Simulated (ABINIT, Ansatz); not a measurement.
# AlH3 (Pm-3m): third-order response, part 2 of 3

Which lines does AlH3 (Pm-3m) show in Raman and infrared spectra?

ABINIT 10.8.3; DFT LDA, scalar-relativistic, plane waves, HGH norm-conserving pseudopotentials.

So far. Step 3 (Ground state): The cell stands at -0.87 GPa: the relaxation ran with a smoothed and higher cutoff and on another k mesh. Step 5 (Zone-centre response): The acoustic modes at Γ come out as far as 0.6 cm⁻¹ from zero, where they should vanish, a small numerical error; the Born charges miss their sum rule by 9.0e-4 e, which is good. The relaxed cell has a = 3.383 Å (conventional setting).

The structure was built from a prototype and need not be the compound's stable phase.

## (6) Zone-centre analysis

anaddb reads the merged derivatives, imposes the acoustic sum rule and charge neutrality, and adds the LO-TO term along chosen directions.

Contents of anaddb.abi:

```
ddb_filepath "gamma_DDB"
output_file "anaddb.abo"
outdata_prefix "anaddb"
asr 1
chneut 1
enunit 2
eivec 1
nph1l 1
qph1l 0.0 0.0 0.0 1.0
dieflag 1
nph2l 3
qph2l 
    1.0 0.0 0.0 0.0
    0.0 0.0 1.0 0.0
    1.0 1.0 1.0 0.0
nlflag 1
ramansr 1
alphon 1
prtmbm 1
```

Contents of mrgddb.in:

```
gamma_DDB
merged
3
dfpt_gammao_DS2_DDB
dfpt_gammao_DS3_DDB
gso_DDB
```

Command:

```
$ mrgddb < mrgddb.in > mrgddb.log
$ OMP_NUM_THREADS=1 anaddb anaddb.abi > anaddb.log
```

anaddb.abo, the main output file:

```text
[banners, grids, parts of the stress and lines that vanish by symmetry left out]
-outvars_anaddb: echo values of input variables ----------------------

 Flags :
[...]
Dielectric Tensor and Effective Charges
[...]
Effective charge tensors after
[...]
1          1       -0.000000000       -0.000000000       -0.000000000
[...]
1          2       -0.000000000       -0.000000000       -0.000000000
[...]
1          3       -0.000000000       -0.000000000       -0.000000000
[...]
2          1       -0.000000000       -0.000000000       -0.000000000
[...]
2          2       -0.000000000       -0.000000000       -0.000000000
[...]
2          3       -0.000000000       -0.000000000       -0.000000000
[...]
3          1       -0.000000000       -0.000000000       -0.000000000
[...]
3          2       -0.000000000       -0.000000000       -0.000000000
[...]
3          3       -0.000000000       -0.000000000       -0.000000000
[...]
4          1       -0.000000000       -0.000000000       -0.000000000
[...]
4          2       -0.000000000       -0.000000000       -0.000000000
[...]
4          3       -0.000000000       -0.000000000       -0.000000000
[...]
Phonon wavevector (reduced coordinates) :  0.00000  0.00000  0.00000
 Phonon energies in Hartree :
[...]
Phonon energies in meV     :
-  0.000000E+00  0.000000E+00  0.000000E+00  5.856907E+01  5.856907E+01
-  5.856907E+01  6.974638E+01  6.974638E+01  6.974638E+01  2.335760E+02
-  2.335760E+02  2.335760E+02
 Phonon frequencies in cm-1    :
-  0.000000E+00  0.000000E+00  0.000000E+00  4.723914E+02  4.723914E+02
-  4.723914E+02  5.625425E+02  5.625425E+02  5.625425E+02  1.883918E+03
-  1.883918E+03  1.883918E+03
 Phonon frequencies in Thz     :
-  0.000000E+00  0.000000E+00  0.000000E+00  1.416194E+01  1.416194E+01
-  1.416194E+01  1.686460E+01  1.686460E+01  1.686460E+01  5.647843E+01
-  5.647843E+01  5.647843E+01
 Phonon energies in Kelvin  :
-  0.000000E+00  0.000000E+00  0.000000E+00  6.796658E+02  6.796658E+02
-  6.796658E+02  8.093732E+02  8.093732E+02  8.093732E+02  2.710537E+03
-  2.710537E+03  2.710537E+03
[...]
-  1  0.00000000E+00  0.00000000E+00 -4.27583103E-03
-     0.00000000E+00  0.00000000E+00  0.00000000E+00
-  2  0.00000000E+00  0.00000000E+00 -4.27583111E-03
-     0.00000000E+00  0.00000000E+00  0.00000000E+00
-  3  0.00000000E+00  0.00000000E+00 -4.27583111E-03
-     0.00000000E+00  0.00000000E+00  0.00000000E+00
-  4  0.00000000E+00  0.00000000E+00 -4.27583109E-03
-     0.00000000E+00  0.00000000E+00  0.00000000E+00
[...]
-  1  9.54097397E-07  4.27583092E-03  0.00000000E+00
-     0.00000000E+00  0.00000000E+00  0.00000000E+00
-  2  9.54097411E-07  4.27583101E-03  0.00000000E+00
-     0.00000000E+00  0.00000000E+00  0.00000000E+00
-  3  9.54097416E-07  4.27583099E-03  0.00000000E+00
-     0.00000000E+00  0.00000000E+00  0.00000000E+00
-  4  9.54097416E-07  4.27583101E-03  0.00000000E+00
-     0.00000000E+00  0.00000000E+00  0.00000000E+00
[...]
-  1  4.27583092E-03 -9.54098181E-07  0.00000000E+00
-     0.00000000E+00  0.00000000E+00  0.00000000E+00
-  2  4.27583099E-03 -9.54098200E-07  0.00000000E+00
-     0.00000000E+00  0.00000000E+00  0.00000000E+00
-  3  4.27583101E-03 -9.54098195E-07  0.00000000E+00
-     0.00000000E+00  0.00000000E+00  0.00000000E+00
-  4  4.27583101E-03 -9.54098200E-07  0.00000000E+00
-     0.00000000E+00  0.00000000E+00  0.00000000E+00
[...]
-  1  0.00000000E+00  0.00000000E+00  1.28423696E-03
-     0.00000000E+00  0.00000000E+00  0.00000000E+00
-  2  0.00000000E+00 -7.80019597E-07 -1.56657179E-02
-     0.00000000E+00  0.00000000E+00  0.00000000E+00
[...]
-     1         -0.000000    -0.000000     0.000000     0.000000
-     2          0.000000    -0.000000    -0.000000     0.000000
-     3         -0.000000     0.000000    -0.000000     0.000000
-     4         -0.000000    -0.000000     1.199328     1.199328
-     5         -0.000000    -1.199328     0.000000     1.199328
-     6          1.199328    -0.000000     0.000000     1.199328
[...]
-   1     Real    0.0000E+00  0.0000E+00  0.0000E+00  0.0000E+00  0.0000E+00  0.0000E+00  0.0000E+00
[...]
-   2     Real    0.0000E+00  0.0000E+00  0.0000E+00  0.0000E+00  0.0000E+00  0.0000E+00  0.0000E+00
[...]
-   3     Real    0.0000E+00  0.0000E+00  0.0000E+00  0.0000E+00  0.0000E+00  0.0000E+00  0.0000E+00
[...]
-   4     Real    0.0000E+00  0.0000E+00  7.2172E-04  0.0000E+00  0.0000E+00  0.0000E+00  7.2172E-04
[...]
-   5     Real    0.0000E+00  7.2172E-04  0.0000E+00  0.0000E+00  0.0000E+00  0.0000E+00  7.2172E-04
[...]
-   6     Real    7.2172E-04  0.0000E+00  0.0000E+00  0.0000E+00  0.0000E+00  0.0000E+00  7.2172E-04
[...]
-   7     Real    0.0000E+00  0.0000E+00  0.0000E+00  0.0000E+00  0.0000E+00  0.0000E+00  0.0000E+00
[...]
-   8     Real    0.0000E+00  0.0000E+00  0.0000E+00  0.0000E+00  0.0000E+00  0.0000E+00  0.0000E+00
[...]
-   9     Real    0.0000E+00  0.0000E+00  0.0000E+00  0.0000E+00  0.0000E+00  0.0000E+00  0.0000E+00
[...]
-  10     Real    0.0000E+00  0.0000E+00  1.2263E-03  0.0000E+00  0.0000E+00  0.0000E+00  1.2263E-03
[...]
-  11     Real    0.0000E+00  1.2263E-03  0.0000E+00  0.0000E+00  0.0000E+00  0.0000E+00  1.2263E-03
[...]
-  12     Real    1.2263E-03  0.0000E+00  0.0000E+00  0.0000E+00  0.0000E+00  0.0000E+00  1.2263E-03
[...]
Phonon at Gamma, with non-analyticity in the
[...]
Phonon energies in Hartree :
[...]
Phonon energies in meV     :
[...]
-  2.335760E+02  2.571196E+02
 Phonon frequencies in cm-1    :
[...]
-  1.883918E+03  2.073810E+03
 Phonon frequencies in Thz     :
[...]
-  5.647843E+01  6.217125E+01
 Phonon energies in Kelvin  :
-  0.000000E+00  0.000000E+00  0.000000E+00  6.796658E+02  6.796658E+02
-  8.093732E+02  8.093732E+02  8.093732E+02  1.065695E+03  2.710537E+03
-  2.710537E+03  2.983749E+03
[...]
-  2  8.46431937E-07 -4.27583103E-03  0.00000000E+00
-     0.00000000E+00  0.00000000E+00  0.00000000E+00
-  3  8.46431932E-07 -4.27583101E-03  0.00000000E+00
-     0.00000000E+00  0.00000000E+00  0.00000000E+00
-  4  8.46431932E-07 -4.27583103E-03  0.00000000E+00
-     0.00000000E+00  0.00000000E+00  0.00000000E+00
[...]
-  1  4.27583095E-03  8.46431574E-07  0.00000000E+00
-     0.00000000E+00  0.00000000E+00  0.00000000E+00
-  2  4.27583099E-03  8.46431590E-07  0.00000000E+00
-     0.00000000E+00  0.00000000E+00  0.00000000E+00
-  3  4.27583096E-03  8.46431586E-07  0.00000000E+00
-     0.00000000E+00  0.00000000E+00  0.00000000E+00
[...]
Phonon at Gamma, with non-analyticity in the
[...]
Phonon energies in Hartree :
[...]
Phonon energies in meV     :
-  0.000000E+00  0.000000E+00  0.000000E+00  5.856907E+01  5.856907E+01
-  6.974638E+01  6.974638E+01  6.974638E+01  9.183453E+01  2.335760E+02
-  2.335760E+02  2.571196E+02
 Phonon frequencies in cm-1    :
-  0.000000E+00  0.000000E+00  0.000000E+00  4.723914E+02  4.723914E+02
-  5.625425E+02  5.625425E+02  5.625425E+02  7.406954E+02  1.883918E+03
-  1.883918E+03  2.073810E+03
 Phonon frequencies in Thz     :
[...]
-  5.647843E+01  6.217125E+01
 Phonon energies in Kelvin  :
[...]
-  2.710537E+03  2.983749E+03
[...]
Phonon at Gamma, with non-analyticity in the
[...]
Phonon energies in Hartree :
[...]
Phonon energies in meV     :
[...]
-  2.335760E+02  2.571196E+02
 Phonon frequencies in cm-1    :
[...]
-  1.883918E+03  2.073810E+03
 Phonon frequencies in Thz     :
[...]
-  5.647843E+01  6.217125E+01
 Phonon energies in Kelvin  :
-  0.000000E+00  0.000000E+00  0.000000E+00  6.796658E+02  6.796658E+02
-  8.093732E+02  8.093732E+02  8.093732E+02  1.065695E+03  2.710537E+03
-  2.710537E+03  2.983749E+03
[...]
-  3  2.29742925E-03  1.29627818E-02 -6.41503697E-04
[...]
-  4  2.29742925E-03 -1.65592555E-03  5.02176711E-03
[...]
-         0.000000000       0.000000000       0.000000000
-         0.000000000       0.000000000       0.000000000
[...]
Direction                     Dielectric constant
[...]
0.00000   0.00000   1.00000     12.47842653
   1.00000   1.00000   1.00000     12.47842653
-
```

It took 1.8 s on 1 thread of Intel Xeon at 2.70GHz, shared host.

Read from the output:

```yaml
mean_static_dielectric_constant: 12.48
highest_mode_moved_by_the_lo_to_term: 2074 cm⁻¹
```

No LO-TO term; unit eigenvectors of the mass-weighted matrix, from anaddb's displacements. The modes at Γ (shares of kinetic energy by element, %):

```
mode  frequency (cm⁻¹)  symmetry  Al %  H %
   1               0.0  acoustic    90   10
   2               0.0  acoustic    90   10
   3               0.0  acoustic    90   10
   4             472.4       T1u     8   92
   5             472.4       T1u     8   92
   6             472.4       T1u     8   92
   7             562.5       T2u     0  100
   8             562.5       T2u     0  100
   9             562.5       T2u     0  100
  10            1883.9       T1u     2   98
  11            1883.9       T1u     2   98
  12            1883.9       T1u     2   98
```

Displacements in mode 4 (472.4 cm⁻¹), the largest set to 1:
```
Al1  0.00  0.00  0.08
H2   0.00  0.00 -1.00
H3   0.00  0.00 -1.00
H4   0.00  0.00 -0.19
```

Displacements in mode 10 (1883.9 cm⁻¹), the largest set to 1:
```
Al1  0.00  0.00  0.03
H2   0.00  0.00  0.13
H3   0.00  0.00  0.13
H4   0.00  0.00 -1.00
```

Trace of the oscillator strength, degenerate modes summed. Lines of the infrared spectrum (strongest = 100):

```
position (cm⁻¹)  lines merged  IR intensity, relative
            472             3                      59
            562             3                     0.0
           1884             3                     100
```

Static dielectric tensor (ions relaxed, fixed cell):

```
12.48  0.00  0.00
 0.00 12.48  0.00
 0.00  0.00 12.48
```

The rule moves no optical mode by more than 0.1 cm⁻¹.

## (7) Sum rules set otherwise (asr 0)

Without the rule the raw error of the acoustic modes shows.

anaddb.abi: that of step 6 with these lines changed.

```diff
@@ -3,4 +3,4 @@
 outdata_prefix "anaddb"
-asr 1
-chneut 1
+asr 0
+chneut 0
 enunit 2
```

mrgddb.in is that of step 6.

anaddb.abo, the main output file:

```text
[banners, grids, parts of the stress and lines that vanish by symmetry left out]
-outvars_anaddb: echo values of input variables ----------------------

 Flags :
[...]
Dielectric Tensor and Effective Charges
[...]
Effective charge tensors after
[...]
1          1       -0.000000000       -0.000000000       -0.000000000
[...]
1          2       -0.000000000       -0.000000000       -0.000000000
[...]
1          3       -0.000000000       -0.000000000       -0.000000000
[...]
2          1       -0.000000000       -0.000000000       -0.000000000
[...]
2          2       -0.000000000       -0.000000000       -0.000000000
[...]
2          3       -0.000000000       -0.000000000       -0.000000000
[...]
3          1       -0.000000000       -0.000000000       -0.000000000
[...]
3          2       -0.000000000       -0.000000000       -0.000000000
[...]
3          3       -0.000000000       -0.000000000       -0.000000000
[...]
4          1       -0.000000000       -0.000000000       -0.000000000
[...]
4          2       -0.000000000       -0.000000000       -0.000000000
[...]
4          3       -0.000000000       -0.000000000       -0.000000000
[...]
Phonon wavevector (reduced coordinates) :  0.00000  0.00000  0.00000
 Phonon energies in Hartree :
[...]
Phonon energies in meV     :
-  7.894926E-02  7.894928E-02  7.894933E-02  5.856906E+01  5.856906E+01
-  5.856906E+01  6.974638E+01  6.974638E+01  6.974638E+01  2.335760E+02
-  2.335760E+02  2.335760E+02
 Phonon frequencies in cm-1    :
-  6.367687E-01  6.367689E-01  6.367693E-01  4.723914E+02  4.723914E+02
-  4.723914E+02  5.625425E+02  5.625425E+02  5.625425E+02  1.883918E+03
-  1.883918E+03  1.883918E+03
 Phonon frequencies in Thz     :
-  1.908985E-02  1.908985E-02  1.908986E-02  1.416194E+01  1.416194E+01
-  1.416194E+01  1.686460E+01  1.686460E+01  1.686460E+01  5.647843E+01
-  5.647843E+01  5.647843E+01
 Phonon energies in Kelvin  :
-  9.161681E-01  9.161683E-01  9.161689E-01  6.796658E+02  6.796658E+02
-  6.796658E+02  8.093731E+02  8.093731E+02  8.093731E+02  2.710537E+03
-  2.710537E+03  2.710537E+03
[...]
-  1  0.00000000E+00  0.00000000E+00  4.27583041E-03
-     0.00000000E+00  0.00000000E+00  0.00000000E+00
-  2  0.00000000E+00  0.00000000E+00  4.27583893E-03
-     0.00000000E+00  0.00000000E+00  0.00000000E+00
-  3  0.00000000E+00  0.00000000E+00  4.27583893E-03
-     0.00000000E+00  0.00000000E+00  0.00000000E+00
-  4  0.00000000E+00  0.00000000E+00  4.27583196E-03
-     0.00000000E+00  0.00000000E+00  0.00000000E+00
[...]
-  1  2.94187598E-07  4.27583040E-03  0.00000000E+00
-     0.00000000E+00  0.00000000E+00  0.00000000E+00
-  2  2.94187705E-07  4.27583892E-03  0.00000000E+00
-     0.00000000E+00  0.00000000E+00  0.00000000E+00
-  3  2.94188184E-07  4.27583195E-03  0.00000000E+00
-     0.00000000E+00  0.00000000E+00  0.00000000E+00
-  4  2.94188184E-07  4.27583892E-03  0.00000000E+00
-     0.00000000E+00  0.00000000E+00  0.00000000E+00
[...]
-  1  4.27583040E-03 -2.94187765E-07  0.00000000E+00
-     0.00000000E+00  0.00000000E+00  0.00000000E+00
-  2  4.27583195E-03 -2.94188352E-07  0.00000000E+00
-     0.00000000E+00  0.00000000E+00  0.00000000E+00
-  3  4.27583892E-03 -2.94187872E-07  0.00000000E+00
-     0.00000000E+00  0.00000000E+00  0.00000000E+00
-  4  4.27583892E-03 -2.94188352E-07  0.00000000E+00
-     0.00000000E+00  0.00000000E+00  0.00000000E+00
[...]
-  1  0.00000000E+00  0.00000000E+00 -1.28423905E-03
-     0.00000000E+00  0.00000000E+00  0.00000000E+00
-  2  0.00000000E+00  2.53838769E-07  1.56657160E-02
-     0.00000000E+00  0.00000000E+00  0.00000000E+00
[...]
-     1         -0.000000    -0.000000     0.000448     0.000448
-     2          0.000000     0.000448     0.000000     0.000448
-     3          0.000448    -0.000000     0.000000     0.000448
-     4          0.000000     0.000000    -1.198996     1.198996
-     5         -0.000000     1.198996     0.000000     1.198996
-     6          1.198996    -0.000000    -0.000000     1.198996
[...]
-   1     Real    0.0000E+00  0.0000E+00  1.4697E-11  0.0000E+00  0.0000E+00  0.0000E+00  1.4697E-11
[...]
-   2     Real    0.0000E+00  1.4697E-11  0.0000E+00  0.0000E+00  0.0000E+00  0.0000E+00  1.4697E-11
[...]
-   3     Real    1.4697E-11  0.0000E+00  0.0000E+00  0.0000E+00  0.0000E+00  0.0000E+00  1.4697E-11
[...]
-   4     Real    0.0000E+00  0.0000E+00  7.2132E-04  0.0000E+00  0.0000E+00  0.0000E+00  7.2132E-04
[...]
-   5     Real    0.0000E+00  7.2132E-04  0.0000E+00  0.0000E+00  0.0000E+00  0.0000E+00  7.2132E-04
[...]
-   6     Real    7.2132E-04  0.0000E+00  0.0000E+00  0.0000E+00  0.0000E+00  0.0000E+00  7.2132E-04
[...]
-   7     Real    0.0000E+00  0.0000E+00  0.0000E+00  0.0000E+00  0.0000E+00  0.0000E+00  0.0000E+00
[...]
-   8     Real    0.0000E+00  0.0000E+00  0.0000E+00  0.0000E+00  0.0000E+00  0.0000E+00  0.0000E+00
[...]
-   9     Real    0.0000E+00  0.0000E+00  0.0000E+00  0.0000E+00  0.0000E+00  0.0000E+00  0.0000E+00
[...]
-  10     Real    0.0000E+00  0.0000E+00  1.2261E-03  0.0000E+00  0.0000E+00  0.0000E+00  1.2261E-03
[...]
-  11     Real    0.0000E+00  1.2261E-03  0.0000E+00  0.0000E+00  0.0000E+00  0.0000E+00  1.2261E-03
[...]
-  12     Real    1.2261E-03  0.0000E+00  0.0000E+00  0.0000E+00  0.0000E+00  0.0000E+00  1.2261E-03
[...]
Phonon at Gamma, with non-analyticity in the
[...]
Phonon energies in Hartree :
[...]
Phonon energies in meV     :
[...]
-  2.335760E+02  2.571137E+02
 Phonon frequencies in cm-1    :
[...]
-  1.883918E+03  2.073762E+03
 Phonon frequencies in Thz     :
[...]
-  5.647843E+01  6.216982E+01
 Phonon energies in Kelvin  :
-  9.161681E-01  9.161683E-01  9.192463E-01  6.796658E+02  6.796658E+02
-  8.093731E+02  8.093731E+02  8.093731E+02  1.065536E+03  2.710537E+03
-  2.710537E+03  2.983681E+03
[...]
-  2  0.00000000E+00  4.27583893E-03  0.00000000E+00
-     0.00000000E+00  0.00000000E+00  0.00000000E+00
-  3  0.00000000E+00  4.27583196E-03  0.00000000E+00
-     0.00000000E+00  0.00000000E+00  0.00000000E+00
-  4  0.00000000E+00  4.27583893E-03  0.00000000E+00
-     0.00000000E+00  0.00000000E+00  0.00000000E+00
[...]
-  1  4.27571595E-03  0.00000000E+00  0.00000000E+00
-     0.00000000E+00  0.00000000E+00  0.00000000E+00
-  2  4.27625250E-03  0.00000000E+00  0.00000000E+00
-     0.00000000E+00  0.00000000E+00  0.00000000E+00
-  3  4.27716042E-03  0.00000000E+00  0.00000000E+00
-     0.00000000E+00  0.00000000E+00  0.00000000E+00
[...]
Phonon at Gamma, with non-analyticity in the
[...]
Phonon energies in Hartree :
[...]
Phonon energies in meV     :
-  7.894928E-02  7.894933E-02  7.921445E-02  5.856906E+01  5.856906E+01
-  6.974638E+01  6.974638E+01  6.974638E+01  9.182076E+01  2.335760E+02
-  2.335760E+02  2.571137E+02
 Phonon frequencies in cm-1    :
-  6.367689E-01  6.367693E-01  6.389076E-01  4.723914E+02  4.723914E+02
-  5.625425E+02  5.625425E+02  5.625425E+02  7.405844E+02  1.883918E+03
-  1.883918E+03  2.073762E+03
 Phonon frequencies in Thz     :
[...]
-  5.647843E+01  6.216982E+01
 Phonon energies in Kelvin  :
[...]
-  2.710537E+03  2.983681E+03
[...]
Phonon at Gamma, with non-analyticity in the
[...]
Phonon energies in Hartree :
[...]
Phonon energies in meV     :
[...]
-  2.335760E+02  2.571137E+02
 Phonon frequencies in cm-1    :
[...]
-  1.883918E+03  2.073762E+03
 Phonon frequencies in Thz     :
[...]
-  5.647843E+01  6.216982E+01
 Phonon energies in Kelvin  :
-  9.161682E-01  9.161687E-01  9.192458E-01  6.796658E+02  6.796658E+02
-  8.093731E+02  8.093731E+02  8.093731E+02  1.065536E+03  2.710537E+03
-  2.710537E+03  2.983681E+03
[...]
-  3  2.29751044E-03  1.29609263E-02 -6.41822370E-04
[...]
-  4  2.29751044E-03 -1.65568807E-03  5.02426309E-03
[...]
-         0.000000000       0.000000000       0.000000000
-         0.000000000       0.000000000       0.000000000
[...]
Direction                     Dielectric constant
[...]
0.00000   0.00000   1.00000     12.47410964
   1.00000   1.00000   1.00000     12.47410964
-
```

Run time: 1.7 s. Hardware: 1 thread.

This step gave:

```
mean static dielectric constant : 12.47
```

Zone-centre frequencies as printed; negative means imaginary. Modes:

```
mode  frequency (cm⁻¹)
   1              0.64
   2              0.64
   3              0.64
   4             472.4
   5             472.4
   6             472.4
   7             562.5
   8             562.5
   9             562.5
  10              1884
  11              1884
  12              1884
```

[end of part 2 of 3]

[Host names and launcher messages were left out of these logs when they were recorded.]

[Logs are printed without paths, hosts, clocks, repeated set-up lines and the standing remarks that a program may print on its own settings, such as how far it seeks lower states.]

[Hosts, paths, dates, database ids (printed as entryN), source tags and the programs' standing remarks are cut or masked in the printed files.]
